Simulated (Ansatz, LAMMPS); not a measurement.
# Charge trapping in a frame of amorphous polyfuran (as short chains C26O6H18) from 500 K (150 atoms), part 2 of 4

Aim: add and remove one electron in a frame of amorphous polyfuran (as short chains C26O6H18) from 500 K (150 atoms), with atoms held and relaxed, and read trapping energy and localisation.

Ansatz 0.2.0; Kohn-Sham DFT, r2SCAN+D4, PAW (set soft_2), plane waves.

The cell: 78 C, 18 O and 54 H. The network of contacts between molecules at the start is that of the classical potential that made the cell. The Brillouin zone is sampled at Γ only, in a cell whose shortest periodic width is 12 Å.

So far. Step 2 (Single point at the start): The r.m.s. force at the start is 1.3 eV/Å. Step 3 (Relaxation): The relaxation was stopped at its limit after 31 steps, 10.6 eV below its start, with a largest force component of 0.065 eV/Å.

**4. Single point at the relaxed geometry**

One more single point at the end of the walk gives the fuller output and checks the residual forces.

Contents of input.yaml:

```yaml
crystal:
  lattice:
    - [12.1995, 0.0, 0.0]
    - [0.0, 12.1995, 0.0]
    - [0.0, 0.0, 12.1995]
  atoms:
    - { symbol: C, position: [0.37433, 0.14199, 0.19547] }
    - { symbol: C, position: [0.36514, 0.14872, 0.31577] }
    - { symbol: C, position: [0.4216, 0.10097, 0.39955] }
    - { symbol: C, position: [0.37817, 0.14316, 0.49886] }
    - { symbol: C, position: [0.29609, 0.21381, 0.46949] }
    - { symbol: O, position: [0.28755, 0.21802, 0.35784] }
    [... 138 atom lines left out ...]
    - { symbol: H, position: [0.80919, 0.33271, 0.77929] }
    - { symbol: H, position: [0.72304, 0.13754, 0.88025] }
    - { symbol: H, position: [0.67339, 0.01337, 0.0593] }
    - { symbol: H, position: [0.60623, 0.20341, 0.29385] }
    - { symbol: H, position: [0.65796, 0.0681, 0.28163] }
    - { symbol: H, position: [0.74723, 0.17874, 0.31112] }
kpoints:
  mp_grid: { grid: [1, 1, 1] }
hamiltonian:
  xc: r2scan
  dispersion: d4
scf:
  occupations: { method: fixed }
output:
  forces: true
  stress: true
  populations: true
  dos:
    method: { smearing: { sigma: 0.08 } }
    de: 0.1
    projected: { site_lists: { C: [C], H: [H], O: [O] } }
  eigenvalues: true
  write_density: true
  write_potential: true
  volumetric_format: npy
```

Command:

```
> ansatz run input.yaml --threads 4 --pin off --max-ram 8192MiB --backend cpu --events-out ev --progress --plain --runs-dir out
```

Numbers of over 12 decimals in the logs are rounded to 6 here.

Log:

```text
[...]
Crystal: 150 atoms, lattice volume = 1815.625 Å³
Basis set: ecut = 500 eV, 46297 PW (Γ), exchange–correlation on 360×360×360 points (64 copies of the dense FFT grid, shifted against one another)
Bands: 387, of which v1, the nominal top of the filled ones, is band 237 counted from 1 (236 counted from 0)
Symmetry: 1 space group operations
[...]
k-points: 1
[...]
SCF iter   1: F=—  HF=-30702.427458 eV  |F-HF|=—  |Δ(HF+E_count)|=         —  Δρ=8.79e-3  dr2=1.13e0  dr2_τ=1.86e1  ethr=1.77e-3  ⟨swp⟩=5.0  Hψ=1377  notcnv=0  defer=147
[...]
SCF iter  11: F=-30702.482916 eV  HF=-30702.482916 eV  |F-HF|=6.19e-8  |Δ(HF+E_count)|=   5.77e-7  Δρ=1.36e-6  dr2=3.85e-8  dr2_τ=4.72e-9  ethr=2.11e-11  ⟨swp⟩=24.0  Hψ=4066  notcnv=0
SCF 1 converged in 11 iterations: F = -30702.482916 eV  dr2 = 3.85e-8
[...]
WARN: The input density's exchange-correlation potential varies sharply where the density is thin. Do not read a vacuum level from v_tot or v_xc, or from such a field of the output density. On a cell that repeats whose density bears no net charge and no dipole along the vacuum's axis use v_es (v_loc + v_h of the components); [...]
SCF converged after 11 iterations
Free energy (F): -30702.482916 eV
[...]
Internal energy: -30702.482916 eV  (E = F + TS)
E sigma→0 (E₀):  -30702.482916 eV
Fermi energy:    1.187309 eV
[...]
--- Forces (eV/Å), atoms counted from 1 ---
  atom   1  C      0.00100839    -0.00065894     0.00291813
  atom   2  C     -0.00751283     0.00362154     0.00273696
  atom   3  C     -0.00079720     0.01022403     0.01795730
  atom   4  C      0.01019238    -0.01526168    -0.01143662
  atom   5  C      0.00036718     0.00602905    -0.01065211
  atom   6  O      0.00051360    -0.00816052     0.00595174
  atom   7  C      0.00187767    -0.00130949     0.00229598
  atom   8  C     -0.00799923     0.00074875    -0.00839858
  atom   9  C      0.00384836     0.00120414    -0.00871694
  atom  10  C      0.00056619    -0.00243250    -0.00271138
  atom  11  O      0.00001719     0.00446387     0.02021031
  atom  12  C     -0.00079641    -0.00228532    -0.00824012
  atom  13  C     -0.00354647     0.00136971     0.00551682
  atom  14  C      0.00530274    -0.00315681     0.00017992
[...]
atom 149  H      0.00051637     0.00650957    -0.00359343
  atom 150  H     -0.00869180    -0.00096333    -0.00683466
  max |Σ_I F_I| component: 2.02e-4 eV/Å
--- Stress (GPa, compression-positive) ---
       -0.449490      -0.023287       0.050988
       -0.023287      -0.299255       0.059130
        0.050988       0.059130      -0.271692
  P = ⅓ Tr σ = -0.3401 GPa (-3.401 kbar)
--- Band table (eV) ---
[...]
--- Löwdin populations: 150 sites ---
  site symbol       q [e]
     0      C      4.4568
     1      C      3.7495
     2      C      4.2108
[...]
149      H      0.7914
  spilling = 0.012782 (of n_electrons = 474.000000)
```

It took 49 s on 4 threads of Intel Xeon Platinum 8375C at 2.90GHz (Ice Lake), shared host; peak memory 4.7 GiB; 3.2 min of CPU time.

The program notes that the exchange-correlation potential is rough where the density is thin.

Numbers from this run:

```yaml
free_energy: -30702.4829 eV
free_energy_per_atom: -204.6832 eV/atom
scf_cycles: 11
pressure: -0.3401 GPa
r_m_s_force_component: 0.01077 eV/Å
longest_force: 0.07124 eV/Å
fermi_energy: 1.187 eV
spacing_of_highest_filled_and_lowest_empty_level: 1.799 eV
spilling_of_the_projection: 0.01278
```

Löwdin charges by element and coordination (they lack the spilled electrons, 0.040 e an atom on average):

```tsv
element	coordination	atoms	mean charge (e)	spread	least	most
C	all	78	-0.0207	0.234	-0.467	0.256
C	3	72	0.0161	0.204	-0.211	0.256
C	4	6	-0.462	0.0036	-0.467	-0.457
H	all	54	0.214	0.0075	0.195	0.230
O	all	18	-0.215	0.0068	-0.228	-0.202
```

States in the cell by windows of 1 eV, zero at the Fermi level; the larger projections on atomic orbitals stand beside the total:

```tsv
from (eV)	to (eV)	total	C p	O p	H s	C s
-14	-13	11.9	3.7	1.2	1.4	5.4
-13	-12	10.4	5.2	1.3	0.8	2.8
-12	-11	24.7	11.7	4.1	2.3	5.9
-11	-10	28.2	12.4	5.8	3.4	5.1
-10	-9	26.8	13.1	4.9	3.8	3.2
-9	-8	16.8	9.6	5.3	0.8	0.8
-8	-7	40.3	21.9	12.9	3.3	1.5
-7	-6	46.1	28.7	5.2	9.5	1.8
-6	-5	79.3	45.2	19.7	11.1	0.8
-5	-4	9.5	4.6	3.8	0.5	0.1
-4	-3	28.8	20.9	7.5	0.1	0.0
-3	-2	24.2	19.9	3.8	0.2	0.0
-2	-1	7.1	6.7	0.2	0.2	0.0
-1	0	9.8	9.4	0.2	0.2	0.0
0	1	2.2	2.1	0.0	0.0	0.0
1	2	4.1	3.3	0.7	0.0	0.0
2	3	10.1	8.0	1.4	0.2	0.0
3	4	13.3	9.4	1.0	1.0	0.3
4	5	27.6	14.8	0.9	3.7	1.2
```

The curve was stored every 0.10 eV, coarse against its broadening of 0.08 eV, so these counts are rough.

With fixed occupations the program's Fermi level is the highest filled level; weight inside the gap is the broadening of levels at its edges.

Between -26 and -14 eV lie 108 more states.

The levels nearest the highest filled one (over half full), pooled over k-points and spins:

```tsv
level less the highest filled one (eV)	occupation
-0.655	2
-0.584	2
-0.5	2
-0.152	2
-0.0695	2
0	2
1.80	0
1.84	0
2.03	0
2.40	0
2.43	0
2.55	0
```

Valence density in the ab plane at fractional z = 0.000, with atoms of H and C and O within 0.2 Å of it. It is the smooth field of the valence electrons, not physical close to the nuclei.

Ten steps, logarithmic in the rise over the least value, from '0' (0.0 e/Å³) to '9' (5.9 e/Å³), each cell a mean:
```
7421001345556654444211111000024799
4210001244567776776420000001124676
2100000112346776666410000123455554
1000000000124554433200000135677643
0000000000011221110000001235777532
0000000000000000000000001234565421
0000000000000000000000012455554310
2333333200000000000000013577653211
5766666410000000000000013567652112
5677775310000000000000012456542112
2467653100000001111000012455431001
1357642100122333443100135776421000
0135421012345555554200248997420000
0011110123567776543100147886410000
0000112245777665431000134665310000
0001234567776432210000235664310000
0012456777664211000001356764210000
1222467765432100000002467764200000
3444567643210000000002467764200001
4676676531000000000012467653100002
4677654310000000000013577642100012
5676431100000000000013566532000123
6654210001111100000012344321012466
7542100123333321111011232100014799
```
Columns run along a (12.2 Å), rows up along b (12.2 Å). Atoms in or near the plane, at fractional coordinates: H at (0.17, 0.63), H at (0.03, 0.63), H at (0.10, 0.50), C at (0.41, 0.91), C at (0.20, 0.28), C at (0.08, 0.15), O at (0.96, 0.99), C at (0.87, 0.82), C at (0.80, 0.65), O at (0.75, 0.46), C at (0.73, 0.27).

Electrostatic potential energy in the ab plane at fractional z = 0.000, with atoms of H and C and O within 0.2 Å of it. With pseudopotentials it is smooth inside the atoms' cores, unlike the true potential.

Ten even steps from '0' (-49 eV) to '9' (6 eV), each cell a mean:
```
5999999878877778899999999999998401
8999999988875103557999999999998756
9999999999986103667999999999877778
9999999999998778999999999998401689
9999999999999999999999999997300599
9999999999999999999999999998756899
9999999999999999999999999987788999
9899998999999999999999999720379999
4266643899999999999999999710179999
7530157999999999999999999865799999
9863489999999999999999999877899999
9972499999999999988999998447899999
9986799999976776788999994004999999
9999999999720254689999996226999999
9999999987532578899999998668999999
9999998761027899999999997668999999
9999961133248999999999962258999999
9999850038889999999999840038999999
9987765689999999999999974479999999
8511556899999999999999852489999999
8300489999999999999999863589999999
7645899999999999999999877899999999
6578999999999999999999988999999976
4789999999999999999999999999999510
```
Columns run along a (12.2 Å; values clipped at the 3rd and 97th percentile), rows up along b (12.2 Å). Atoms in or near the plane, at fractional coordinates: H at (0.17, 0.63), H at (0.03, 0.63), H at (0.10, 0.50), C at (0.41, 0.91), C at (0.20, 0.28), C at (0.08, 0.15), O at (0.96, 0.99), C at (0.87, 0.82), C at (0.80, 0.65), O at (0.75, 0.46), C at (0.73, 0.27).

The highest filled and lowest empty levels differ by 1.80 eV (at Γ alone); a semilocal functional tends to put such gaps too low. It is the spacing of short capped chains, not of the long polymer. In a disordered cell it changes from sample to sample, and tail or defect levels can set it. Mean Löwdin charges: C -0.02, H +0.21, O -0.22 e (they miss 1.3 % of the electrons, so they add up to more than the cell's charge). The largest share in the top eV of filled states is C p (96 % of the projected weight), and in the lowest eV of empty states C p (81 % of the projected weight).

**5. An extra electron, atoms held**

The electron count changes by one with the atoms held: a vertical process, on a uniform background, with spin and a narrow Fermi–Dirac smearing. Its energy against the neutral cell hangs on the program's zero of potential.

Contents of input.yaml:

```yaml
crystal:
  lattice:
    - [12.1995, 0.0, 0.0]
    - [0.0, 12.1995, 0.0]
    - [0.0, 0.0, 12.1995]
  atoms:
    [... the 150 atom lines of step 4 ...]
total_charge: -1
kpoints:
  mp_grid: { grid: [1, 1, 1] }
hamiltonian:
  xc: r2scan
  dispersion: d4
scf:
  occupations: { method: fermi_dirac, width: 0.01 }
  lower_state_search: "off"
output:
  forces: true
  stress: true
  populations: intrinsic
  dos:
    method: { smearing: { sigma: 0.15 } }
    de: 0.1
    projected: { site_lists: { C: [C], H: [H], O: [O] } }
  eigenvalues: true
  write_density: true
  write_potential: true
  volumetric_format: npy
magnetization:
  spin_polarized: true
  initial_magnetization: 1
```

Log:

```text
[...]
Crystal: 150 atoms, lattice volume = 1815.625 Å³
Basis set: ecut = 500 eV, 46297 PW (Γ), exchange–correlation on 360×360×360 points (64 copies of the dense FFT grid, shifted against one another)
Bands: 388, of which v1, the nominal top of the filled ones, is band 238 counted from 1 (237 counted from 0)
Symmetry: 1 space group operations
[...]
k-points: 1
[...]
Starting moments: Σ|m| = 1 μB on 150 of 150 sites
[...]
SCF iter   1: F=-30530.898702 eV  HF=-30799.115316 eV  |F-HF|=2.68e2  |Δ(HF+E_count)|=         —  Δρ=6.07e-2 (↑6.03e-2 ↓6.07e-2)  dr2=3.58e2  dr2_τ=9.61e0  dr2_m=9.07e-2  M=1.000 μB ∫|m|=1.028 μB  β_m=1.00  ethr=3.10e-3  ⟨swp⟩=6.0  Hψ=3568  notcnv=0  defer=60
[...]
spin=Collinear: Resta preconditioning applied to the charge; magnetization (m = ρ↑ − ρ↓) channel mixes plain (no charge-response kernel on spin).
SCF iter   2: F=-30674.725630 eV  HF=-30723.452332 eV  |F-HF|=4.87e1  |Δ(HF+E_count)|=         —  Δρ=3.51e-2 (↑3.51e-2 ↓3.51e-2)  dr2=8.88e1  dr2_τ=1.27e0  dr2_m=5.62e-2  M=0.371 μB ∫|m|=0.584 μB  β_m=0.30  ethr=3.10e-3  ⟨swp⟩=3.0  Hψ=1520  notcnv=0  defer=284
[...]
SCF iter  13: F=-30699.474726 eV  HF=-30699.486814 eV  |F-HF|=1.21e-2  |Δ(HF+E_count)|=   1.61e-3  Δρ=3.53e-4 (↑3.53e-4 ↓2.09e-4)  dr2=1.44e-2  dr2_τ=3.93e-4  dr2_m=6.38e-4  M=0.917 μB ∫|m|=1.176 μB  β_m=1.20  ethr=5.96e-6  ⟨swp⟩=3.0  Hψ=754  notcnv=0  defer=284
[...]
spin-set hold released at iteration 13 (site moments contracting): the magnetisation degrees of freedom join the quasi-Newton model from the next iteration; the mixer history was flushed
SCF iter  14: F=-30699.293149 eV  HF=-30699.499465 eV  |F-HF|=2.06e-1  |Δ(HF+E_count)|=   1.27e-2  Δρ=1.68e-3 (↑1.68e-3 ↓1.72e-4)  dr2=2.39e-1  dr2_τ=2.00e-3  dr2_m=1.21e-2  M=1.000 μB ∫|m|=1.343 μB  β_m=1.20  ethr=3.03e-6  ⟨swp⟩=3.0  Hψ=844  notcnv=0  defer=284  κ⁻¹=1.0e0(r=1)
SCF iter  15: F=-30699.471091 eV  HF=-30699.490204 eV  |F-HF|=1.91e-2  |Δ(HF+E_count)|=   9.26e-3  Δρ=4.72e-4 (↑4.72e-4 ↓1.43e-4)  dr2=2.20e-2  dr2_τ=2.03e-4  dr2_m=9.11e-4  M=0.999 μB ∫|m|=1.323 μB  β_m=1.20  ethr=3.03e-6  ⟨swp⟩=2.5  Hψ=822  notcnv=0  defer=284  κ⁻¹=4.5e-2(r=2)
[...]
SCF iter  24: F=-30699.489155 eV  HF=-30699.489155 eV  |F-HF|=1.13e-7  |Δ(HF+E_count)|=   8.05e-7  Δρ=7.52e-7 (↑7.52e-7 ↓2.09e-7)  dr2=4.04e-8  dr2_τ=3.50e-10  dr2_m=2.18e-9  M=0.997 μB ∫|m|=1.470 μB  β_m=1.20  ethr=9.54e-12  ⟨swp⟩=8.0  Hψ=3780  notcnv=0  κ⁻¹=1.6e-7(r=8)
SCF iter  25: F=-30699.489155 eV  HF=-30699.489155 eV  |F-HF|=3.33e-8  |Δ(HF+E_count)|=   1.16e-7  Δρ=1.85e-7 (↑1.85e-7 ↓1.26e-7)  dr2=1.75e-9  dr2_τ=3.21e-11  dr2_m=1.50e-10  M=0.997 μB ∫|m|=1.470 μB  ethr=8.51e-12  ⟨swp⟩=5.0  Hψ=3578  notcnv=0
SCF 1 converged in 25 iterations: F = -30699.489155 eV  dr2 = 1.75e-9
[...]
this state was not tested for a lower state beside it, because the mixer in use, unlike msr1, does not test its closes by its own steps (another_mixer; see scf.mixing.algorithm and scf.lower_state_search)
SCF converged after 25 iterations
Magnetization: 0.9974 μB (237.9987 up, 237.0013 down)
Absolute magnetization: 1.4699 μB (∫|ρ↑−ρ↓|, with the PAW one-centre terms)
[...]
Per-site moments (μB) at R_I (Å): [(-0.000190248, 0.448940), (0.0030626, 0.562332), (-0.000609072, 0.444363), (0.00188904, 0.444512), (-0.00072286, 0.563895), [...]
Free energy (F): -30699.489155 eV
[...]
Internal energy: -30699.478104 eV  (E = F + TS)
E sigma→0 (E₀):  -30699.483629 eV
Entropy (-TS):   -0.011051 eV (-0.074 meV/atom)
Fermi energy:    3.080511 eV
[...]
Σ components = -30699.489155   (vs F -30699.489155, Δ=0.00e0)
--- Forces (eV/Å), atoms counted from 1 ---
  atom   1  C      0.00078329    -0.00344848     0.00699454
  atom   2  C      0.04505929    -0.03358107    -0.01025800
  atom   3  C     -0.00056470     0.02473005     0.00361310
  atom   4  C      0.03092902    -0.03536354    -0.00271544
[...]
atom 150  H     -0.00077684    -0.00903302     0.00691470
  max |Σ_I F_I| component: 1.19e-4 eV/Å
--- Stress (GPa, compression-positive) ---
       -0.363748       0.008778      -0.031752
        0.008779      -0.313212       0.038326
       -0.031752       0.038326      -0.096610
  P = ⅓ Tr σ = -0.2579 GPa (-2.579 kbar)
--- Band table (eV) ---
[...]
--- intrinsic populations: 150 sites ---
  site symbol       q [e]    m [muB]
     0      C      4.5345    -0.0008
     1      C      3.7975     0.0080
     2      C      4.2638    -0.0034
[...]
149      H      0.8097     0.0022
  spilling = 0.000000 (of n_electrons = 475.000000)
```

Wall time 4.1 min (4 threads); peak memory 6.8 GiB.

The program notes that the stability of the SCF solution was not settled.

An extra electron, atoms held: the energy stands 2.99 eV above that of the reference, with a moment of 1.00 μB.

The levels nearest the highest filled one (over half full), pooled over k-points and spins:

```tsv
level less the highest filled one (eV)	occupation
-1.84	1
-1.83	1
-1.77	1
0	0.794
0.0285	0.181
0.0506	0.024
0.0801	0.001
0.149	0
```

Spin density in the ab plane at fractional z = 0.000, with atoms of H and C and O within 0.2 Å of it.

Values in units of 1e-2 e/Å³, 13 rows by 16 columns, each cell a mean:
```
 0.4  0.0  0.0  0.0  0.0  0.1 -0.1  0.0  0.3  0.0  0.0  0.0  0.0  0.1  0.2  1.5
 0.1  0.0  0.0  0.0  0.0  0.0  0.6  0.0  0.0  0.0  0.0  0.0  0.0  0.4  0.3  0.8
 0.1  0.0  0.0  0.0  0.0  0.0  0.2  0.1  0.0  0.0  0.0  0.0 -0.1  0.2  1.4  0.6
 0.0  0.0  0.0  0.0  0.0  0.0  0.0  0.0  0.0  0.0  0.0 -0.1  0.1  0.0 -0.1  0.0
 0.0  0.0  0.0  0.0  0.0  0.0  0.0  0.0  0.0  0.0  0.0  0.4  1.3  2.7  0.2  0.0
 0.0  0.0  0.0  0.0  0.0  0.0  0.0  0.0  0.0  0.0  0.0  0.1  0.0  0.9  0.3  0.0
 0.0  0.0  0.0  0.0  0.1  0.6  0.1  0.0  0.0  0.0  0.0  1.2  1.3  0.1  0.0  0.0
 0.0  0.0  0.1  0.0  0.0  1.0  0.2 -0.3 -0.1  0.0  0.0  0.3  0.5  0.1  0.0  0.0
 0.0  0.0  0.9  1.1 -0.3 -0.4  0.1  0.0  0.0  0.0  0.0  0.0  0.5  0.4  0.1  0.0
 0.0  0.0  0.5  1.0  0.3 -0.1  0.0  0.0  0.0  0.0 -0.2 -0.6 -0.4  0.0  0.0  0.0
 0.0 -0.1  0.1  0.1  0.0  0.0  0.0  0.0  0.0  0.0  0.3  0.2  0.3  0.0  0.0  0.0
 0.1  0.7  0.1  0.0  0.0  0.0  0.0  0.0  0.0  0.0  0.0  0.1  0.3  0.0  0.0  0.0
 0.3  0.8  0.2  0.0  0.1  0.2  0.0  0.0  0.0  0.0  0.0  0.0  0.0  0.0  0.6  1.9
```
Columns run along a (12.2 Å), rows up along b (12.2 Å). Atoms in or near the plane, at fractional coordinates: H at (0.17, 0.63), H at (0.03, 0.63), H at (0.10, 0.50), C at (0.41, 0.91), C at (0.20, 0.28), C at (0.08, 0.15), O at (0.96, 0.99), C at (0.87, 0.82), C at (0.80, 0.65), O at (0.75, 0.46), C at (0.73, 0.27).

(Part 2 of 4 ends here.)

[Logs are printed without paths, hosts, clocks, repeated set-up lines and the standing remarks that a program may print on its own settings, such as how far it seeks lower states.]

[Hosts, paths, dates, database ids (printed as entryN), source tags and the programs' standing remarks are cut or masked in the printed files.]
